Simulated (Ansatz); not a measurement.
Rows from a G0W0 calculation on Bi3O4Cl (C2/c) (Ansatz 0.2.0; G0W0 on LDA, plane waves, PAW; 4×4×4 mesh, 678 empty bands, screening to 100 eV, hard PAW files), in eV. Spin-orbit coupling is left out.

| row | k | band | start | Σx | Σc at the solution | Vxc |
| --- | --- | --- | --- | --- | --- | --- |
| A | (-0.500, -0.500, 0.000) | c2 | 11.659 | -10.236 | -3.431 | -14.554 |
| B | (0.000, -0.500, 0.000) | c1 | 11.472 | -9.630 | -3.525 | -13.975 |
| C | (0.000, -0.500, 0.000) | c2 | 11.958 | -10.422 | -3.479 | -14.784 |
| D | (0.000, -0.500, 0.000) | v1 | 8.386 | -24.017 | 3.262 | -20.683 |
| E | (-0.500, -0.500, 0.000) | v1 | 8.348 | -23.322 | 2.902 | -20.320 |
| F | (-0.500, -0.500, 0.000) | c1 | 10.865 | -10.309 | -3.421 | -14.555 |

**Question.** Give the quasiparticle energies and the shift of each level.

The quasiparticle equation reads E = start + Σx + Σc(E) − Vxc.

| row | E (eV) | shift (eV) |
| --- | --- | --- |
| A | 12.545 | +0.886 |
| B | 12.291 | +0.819 |
| C | 12.841 | +0.883 |
| D | 8.314 | −0.073 |
| E | 8.248 | −0.100 |
| F | 11.690 | +0.825 |

The gap over the computed points goes from 2.48 eV to 3.38 eV.

Limits: not at the basis limit; no spin-orbit coupling.

[Runs of the session that timed out or met a known fault of the program may be left out.]

[Cells called generated may have been cut or substituted from an entry of the Crystallography Open Database or the Materials Project.]

[Hosts, paths, dates, database ids (printed as entryN), source tags and the programs' standing remarks are cut or masked in the printed files.]
